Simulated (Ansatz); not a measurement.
## Ge (Fd-3m, 2 atoms in the cell) under biaxial strain in the (111) plane

Wanted: the shifts of the zone-centre modes of Ge (Fd-3m, 2 atoms in the cell) with strain.

Main program and level: Ansatz 0.2.0; DFT PBEsol, scalar-relativistic, plane waves, PAW; PAW set soft_1.

Report form: the programs' logs are mostly left out.

## (1) Set-up

It takes space group Fd-3m (No. 227, cubic). Conventional cell: a = 5.658 Å, b = 5.658 Å, c = 5.658 Å, α = 90.00°, β = 90.00°, γ = 90.00°. Nearest to Ge lie 4 Ge at 2.45 Å.

Structure file:

```cif
data_structure
_symmetry_space_group_name_H-M 'P 1'
_symmetry_Int_Tables_number 1
_cell_length_a 4.0007
_cell_length_b 4.0007
_cell_length_c 4.0007
_cell_angle_alpha 60.000
_cell_angle_beta 60.000
_cell_angle_gamma 60.000
_cell_volume 45.28
loop_
_atom_site_label
_atom_site_type_symbol
_atom_site_fract_x
_atom_site_fract_y
_atom_site_fract_z
_atom_site_occupancy
Ge1 Ge 0.50000 0.50000 0.50000 1
Ge2 Ge 0.75000 0.75000 0.75000 1
```

## (2) Relaxation

Harmonic phonons are second derivatives at a point where the forces vanish, and they are wanted at zero stress, so atoms and cell are relaxed first.

input.yaml

```yaml
crystal:
  lattice:
    - [0.0, 2.82891, 2.82891]
    - [2.82891, 0.0, 2.82891]
    - [2.82891, 2.82891, 0.0]
  atoms:
    - { symbol: Ge, position: [0.5, 0.5, 0.5] }
    - { symbol: Ge, position: [0.75, 0.75, 0.75] }
kpoints:
  mp_grid: { grid: [14, 14, 14] }
hamiltonian:
  xc: pbesol
  pseudopotentials: { kind: paw, azcp: { folder: soft_1 }, xc_functional: pbe }
scf:
  occupations: { method: gaussian, width: 0.1 }
output:
  forces: true
  stress: true
  eigenvalues: true
relax:
  adjacent_minimum: "off"
  f_tol: 0.005
  max_steps: 80
  cell: { stress_tol: 0.05 }
```

The run is started by

```sh
ansatz run input.yaml --threads 4 --pin off --max-ram 10240MiB --backend cpu --events-out ev --progress --plain --runs-dir out
```

Wall time 4.3 s (4 threads of Arm Neoverse V2, shared host); peak memory 0.39 GiB.

Step by step:

| step | energy less that of the first step (eV) | largest force component (eV/Å) | pressure (GPa) | volume (Å³) |
| --- | --- | --- | --- | --- |
| 1 | 0.0000 | 0.0000 | 0.65 | 45.28 |
| 2 | -0.0008 | 0.0000 | 0.12 | 45.63 |
| 3 | -0.0008 | 0.0000 | 0.00 | 45.71 |
| 4* | -0.0009 | 0.0000 | 0.00 | 45.71 |

Relaxation steps marked * repeat the geometry before them on a plane-wave basis chosen anew for their cell, so energy and pressure can jump there.

Forces are held to the 48 operations that the run works with; a distortion that breaks them can't arise in this run.

| conventional cell, symmetrised | before | after | change |
| --- | --- | --- | --- |
| a (Å) | 5.658 | 5.676 | +0.3 % |
| b (Å) | 5.658 | 5.676 | +0.3 % |
| c (Å) | 5.658 | 5.676 | +0.3 % |
| volume (Å³/atom) | 22.64 | 22.85 | +1.0 % |

The relaxed structure:

```xyz
2
Lattice="0.0000 2.8379 2.8379 2.8379 0.0000 2.8379 2.8379 2.8379 0.0000" Properties=species:S:1:pos:R:3 pbc="T T T"
Ge    2.8379    2.8379    2.8379
Ge    4.2568    4.2568    4.2568
```

This step gave:

```yaml
pressure: 0.002838 GPa
volume_per_atom: 22.85 Å³
gap_on_the_k_mesh: 0 eV
```

In this step the volume went from 22.64 to 22.85 Å³/atom.

## (3) Tight relaxation

At this level the gap closes at Γ, and partly filled states there would soften the modes. So, after a tight relaxation on a Γ-centred mesh that is not shown, the volume is relaxed again on 12×12×12 points shifted off Γ, the mesh of all runs that follow.

input.yaml, the sections that differ from step 2:

```yaml
crystal:
  lattice:
    - [0.0, 2.8378631883, 2.8378631883]
    - [2.8378631883, 0.0, 2.8378631883]
    - [2.8378631883, 2.8378631883, 0.0]
  atoms:
    - { symbol: Ge, position: [0.5, 0.5, 0.5] }
    - { symbol: Ge, position: [0.75, 0.75, 0.75] }
kpoints:
  mp_grid: { grid: [12, 12, 12], shift: [0.5, 0.5, 0.5] }
scf:
  occupations: { method: gaussian, width: 0.015 }
relax:
  adjacent_minimum: "off"
  f_tol: 0.001
  max_steps: 60
  cell: { stress_tol: 0.01, fix: [shape] }
# hamiltonian, output: as in step 2
```

Elapsed: 6.1 s, on 4 threads; peak memory 0.44 GiB.

Little changed from the start: no atom moved by 0.005 Å and no cell edge by 0.1 %.

Numbers from this step:

| Item | Value |
| --- | --- |
| pressure | -0.001277 GPa |
| gap on the k-mesh | 0.1483 eV |

The largest force component left is 0.070 meV/Å and the pressure is -0.001 GPa, within the tolerances set. The cell now holds 22.85 Å³/atom.

## (4) Modes at rest

The force constants come from the linear response of the density to a displacement.

The modes at rest are the reference of the series.

input.yaml, the sections that differ from step 3:

```yaml
crystal:
  lattice:
    - [0.0, 2.8377722365, 2.8377722365]
    - [2.8377722365, 0.0, 2.8377722365]
    - [2.8377722365, 2.8377722365, 0.0]
  atoms:
    - { symbol: Ge, position: [0.4999723089, 0.4999723089, 0.4999723089] }
    - { symbol: Ge, position: [0.7500276911, 0.7500276911, 0.7500276911] }
output:
  eigenvalues: true
phonons:
  method: dfpt
# kpoints, hamiltonian, scf: as in step 3
# relax: removed
```

The job ended after 18 s (4 threads; peak memory 1.3 GiB; 65 s of CPU time).

This step gave:

| Quantity | Value |
| --- | --- |
| sum-rule residual before enforcement | 3.02e-5 eV/Å² |
| highest optical mode at the zone centre (no LO-TO term) | 288.6 cm⁻¹ |
| lowest optical zone-centre mode | 288.6 cm⁻¹ |

Patterns of degenerate modes are one choice out of their space. Modes at Γ:

| mode | frequency (cm⁻¹) |
| --- | --- |
| 1 | 0.0 |
| 2 | 0.0 |
| 3 | 0.0 |
| 4 | 288.6 |
| 5 | 288.6 |
| 6 | 288.6 |

Displacements in mode 5 (288.6 cm⁻¹), the largest set to 1:
```
Ge1  1.00 -0.50 -0.50
Ge2 -1.00  0.50  0.50
```

Before it was imposed, the acoustic sum rule was missed by 3.0e-5 eV/Å². Small misses are needed for a sound result but don't prove that mesh and cutoff are converged. The lowest optical mode is real, 289 cm⁻¹.

## (5) A member of the series: biaxial strain of -1 % in the (111) plane

The cell takes a biaxial strain of -1 % in the (111) plane. The strained lengths are held, while the rest of the cell and the atoms relax.

input.yaml, the sections that differ from step 4:

```yaml
crystal:
  lattice:
    - [0.0189184816, 2.8283129957, 2.8283129957]
    - [2.8283129957, 0.0189184816, 2.8283129957]
    - [2.8283129957, 2.8283129957, 0.0189184816]
  atoms:
    - { symbol: Ge, position: [0.4999723089, 0.4999723089, 0.4999723089] }
    - { symbol: Ge, position: [0.7500276911, 0.7500276911, 0.7500276911] }
  conventional_axes: [[-1, 1, 0], [0, -1, 1], [1, 1, 1]]
output:
  forces: true
  stress: true
  eigenvalues: true
relax:
  adjacent_minimum: "off"
  f_tol: 0.001
  max_steps: 60
  cell: { stress_tol: 0.01, fix: [a, b, angles] }
# kpoints, hamiltonian, scf: as in step 4
# phonons: removed
```

Wall time 8.5 s (4 threads); peak memory 0.44 GiB.

The steps of the relaxation:

| step | energy less that of the first step (eV) | largest force component (eV/Å) | pressure (GPa) | volume (Å³) |
| --- | --- | --- | --- | --- |
| 1 | 0.0000 | 0.0586 | 1.44 | 44.80 |
| 2 | -0.0007 | 0.0077 | 1.10 | 45.00 |
| 3 | -0.0007 | 0.0007 | 1.16 | 44.96 |
| 4 | -0.0007 | 0.0000 | 1.16 | 44.96 |
| 5* | -0.0007 | 0.0000 | 1.16 | 44.96 |

Relaxation steps marked * repeat the geometry before them on a plane-wave basis chosen anew for their cell, so energy and pressure can jump there.

The run keeps the 12 symmetry operations that it works with, so distortions that break them were not tested.

| conventional cell, symmetrised | before | after | change |
| --- | --- | --- | --- |
| a (Å) | 3.973 | 3.973 | -0.0 % |
| b (Å) | 3.973 | 3.973 | -0.0 % |
| c (Å) | 9.830 | 9.866 | +0.4 % |
| volume (Å³/atom) | 22.40 | 22.48 | +0.4 % |

The relaxed structure:

```xyz
2
Lattice="0.0258 2.8352 2.8352 2.8352 0.0258 2.8352 2.8352 2.8352 0.0258" Properties=species:S:1:pos:R:3 pbc="T T T"
Ge    2.8514    2.8514    2.8514
Ge    4.2688    4.2688    4.2688
```

This step gave:

| Property | Result |
| --- | --- |
| pressure | 1.160 GPa |
| gap on the k-mesh | 0.2989 eV |
| volume per atom | 22.48 Å³ |

The largest force component left is 0.0010 meV/Å.

## (6) Modes of this member: biaxial strain of -1 % in the (111) plane

The zone-centre modes follow for biaxial strain of -1 % in the (111) plane.

input.yaml, the sections that differ from step 5:

```yaml
crystal:
  lattice:
    - [0.0257895057, 2.8351840198, 2.8351840198]
    - [2.8351840198, 0.0257895057, 2.8351840198]
    - [2.8351840198, 2.8351840198, 0.0257895057]
  atoms:
    - { symbol: Ge, position: [0.5005796096, 0.5005796096, 0.5005796096] }
    - { symbol: Ge, position: [0.7494203904, 0.7494203904, 0.7494203904] }
output:
  eigenvalues: true
phonons:
  method: dfpt
# kpoints, hamiltonian, scf: as in step 5
# relax: removed
```

Wall time 17 s (4 threads); peak memory 1.3 GiB.

This step gave:

- sum-rule residual before enforcement: 1.08e-6 eV/Å²
- highest optical mode at the zone centre (no LO-TO term): 294.9 cm⁻¹
- lowest optical zone-centre mode: 291.4 cm⁻¹

Patterns of degenerate modes are one choice out of their space. Modes at Γ:

| mode | frequency (cm⁻¹) |
| --- | --- |
| 1 | 0.0 |
| 2 | 0.0 |
| 3 | 0.0 |
| 4 | 291.4 |
| 5 | 294.9 |
| 6 | 294.9 |

The lowest optical mode is real, 291 cm⁻¹, and the highest lies at 294.9 cm⁻¹.

For the highest optical mode at the zone centre (no LO-TO term), step 4 gave 289 cm⁻¹; this run, with strain -1 %, gives 295 cm⁻¹ (+2 %).

## (7) A member of the series: biaxial strain of -4 % in the (111) plane

The cell takes a biaxial strain of -4 % in the (111) plane. The strained lengths are held, while the rest of the cell and the atoms relax.

input.yaml, the sections that differ from step 6:

```yaml
crystal:
  lattice:
    - [0.0978332927, 2.8220946399, 2.8220946399]
    - [2.8220946399, 0.0978332927, 2.8220946399]
    - [2.8220946399, 2.8220946399, 0.0978332927]
  atoms:
    - { symbol: Ge, position: [0.5019027845, 0.5019027845, 0.5019027845] }
    - { symbol: Ge, position: [0.7480972155, 0.7480972155, 0.7480972155] }
  conventional_axes: [[-1, 1, 0], [0, -1, 1], [1, 1, 1]]
output:
  forces: true
  stress: true
  eigenvalues: true
relax:
  adjacent_minimum: "off"
  f_tol: 0.001
  max_steps: 60
  cell: { stress_tol: 0.01, fix: [a, b, angles] }
# kpoints, hamiltonian, scf: as in step 6
# phonons: removed
```

It took 7.7 s on 4 threads; peak memory 0.43 GiB.

Relaxation path:

| step | energy less that of the first step (eV) | largest force component (eV/Å) | pressure (GPa) | volume (Å³) |
| --- | --- | --- | --- | --- |
| 1 | 0.0000 | 0.0772 | 5.68 | 42.62 |
| 2 | -0.0011 | 0.0010 | 5.20 | 42.82 |
| 3 | -0.0011 | 0.0007 | 5.23 | 42.80 |
| 4 | -0.0011 | 0.0000 | 5.23 | 42.80 |
| 5* | -0.0012 | 0.0000 | 5.23 | 42.80 |

Relaxation steps marked * repeat the geometry before them on a plane-wave basis chosen anew for their cell, so energy and pressure can jump there.

Forces are held to the 12 operations that the run works with; a distortion that breaks them can't arise in this run.

| conventional cell, symmetrised | before | after | change |
| --- | --- | --- | --- |
| a (Å) | 3.853 | 3.853 | +0.0 % |
| b (Å) | 3.853 | 3.853 | +0.0 % |
| c (Å) | 9.945 | 9.988 | +0.4 % |
| volume (Å³/atom) | 21.31 | 21.40 | +0.4 % |

Final coordinates:

```xyz
2
Lattice="0.1060 2.8303 2.8303 2.8303 0.1060 2.8303 2.8303 2.8303 0.1060" Properties=species:S:1:pos:R:3 pbc="T T T"
Ge    2.8984    2.8984    2.8984
Ge    4.3099    4.3099    4.3099
```

This step gave:

* pressure: 5.235 GPa
* gap on the k-mesh: 0.1474 eV
* volume per atom: 21.40 Å³

The largest force component left is 0.020 meV/Å.

## (8) Modes of this member: biaxial strain of -4 % in the (111) plane

The zone-centre modes follow for biaxial strain of -4 % in the (111) plane.

input.yaml, the sections that differ from step 7:

```yaml
crystal:
  lattice:
    - [0.1060460736, 2.8303074208, 2.8303074208]
    - [2.8303074208, 0.1060460736, 2.8303074208]
    - [2.8303074208, 2.8303074208, 0.1060460736]
  atoms:
    - { symbol: Ge, position: [0.5026147141, 0.5026147141, 0.5026147141] }
    - { symbol: Ge, position: [0.7473852859, 0.7473852859, 0.7473852859] }
output:
  eigenvalues: true
phonons:
  method: dfpt
# kpoints, hamiltonian, scf: as in step 7
# relax: removed
```

The job ended after 16 s (4 threads; peak memory 1.3 GiB; 60 s of CPU time).

Numbers from this step:

```yaml
sum_rule_residual_before_enforcement: 1.95e-5 eV/Å²
highest_optical_mode_at_the_zone_centre_no_lo_to_term: 311.8 cm⁻¹
lowest_optical_zone_centre_mode: 300.7 cm⁻¹
```

Patterns of degenerate modes are one choice out of their space. Modes at Γ:

| mode | frequency (cm⁻¹) |
| --- | --- |
| 1 | 0.0 |
| 2 | 0.0 |
| 3 | 0.0 |
| 4 | 300.7 |
| 5 | 311.8 |
| 6 | 311.8 |

The lowest optical mode is real, 301 cm⁻¹, and the highest lies at 311.8 cm⁻¹.

Between step 4 and this run (strain -4 %) the value for the highest optical mode at the zone centre (no LO-TO term) moves from 289 cm⁻¹ to 312 cm⁻¹ (+8 %).

## (9) The series together

The members are set side by side, also those not shown above.

Stress is positive in compression; energies are extrapolated to zero smearing, and E0 is that at rest; members with a gap under 0.05 eV are left out; the edges not held and the atoms are relaxed in each cell; all runs use 12×12×12 k points and Gaussian smearing of 0.015 eV. State of the crystal along the series:

| strain (%) | in-plane stress (GPa) | free strain along [111] (%) | E - E0 (meV/atom) |
| --- | --- | --- | --- |
| -4 | 7.853 | 1.605 | 41.79 |
| -3 | 5.659 | 1.171 | 22.98 |
| -2 | 3.622 | 0.7573 | 9.986 |
| -1 | 1.74 | 0.3632 | 2.45 |
| 0 | 0.006625 | 0 | 0 |

Optical modes are counted from below at rest and tracked from member to member by their patterns, and modes that stay within 0.3 cm⁻¹ of each other stand once; labels, where given, are those at rest; members with a gap under 0.05 eV are left out; the edges not held and the atoms are relaxed in each cell; all runs use 12×12×12 k points and Gaussian smearing of 0.015 eV. Optical modes along the series:

| strain (%) | optical mode 1, singlet (cm⁻¹) | optical mode 2, doublet (cm⁻¹) |
| --- | --- | --- |
| -4 | 300.7 | 311.8 |
| -3 | 297.4 | 306.5 |
| -2 | 294.2 | 300.9 |
| -1 | 291.4 | 294.9 |
| 0 | 288.6 | 288.6 |

## (10) Outcome

| Quantity | Value |
| --- | --- |
| members | 5 |
| highest optical mode at the zone centre (no LO-TO term), at rest | 288.6 cm⁻¹ |

In words: The strain lowers the symmetry: the level at 288.6 cm⁻¹ splits, into 300.7 and 311.8 cm⁻¹ at -4 %. At strain (%) 1, 2, 3 and 4 the gap on the mesh is under 0.05 eV, where mesh and smearing no longer suit, so these members are left out. These are harmonic frequencies at zero temperature: anharmonic shifts, linewidths and thermal expansion are left out. The PAW files were made for PBE; the program adapts parts of them to the functional of the run, but their partial waves stay those of PBE, an approximation that was not tested in this session. Only the zone centre was solved, so an instability at another wavevector cannot show here. The k mesh is shifted off Γ, so the gap on the mesh misses a band edge that lies there. The shift also lowers the symmetry that the program can use, which splits degenerate modes slightly; labels are left out.

[Logs are printed without paths, hosts, clocks, repeated set-up lines and the standing remarks that a program may print on its own settings, such as how far it seeks lower states.]

[Hosts, paths, dates, database ids (printed as entryN), source tags and the programs' standing remarks are cut or masked in the printed files.]
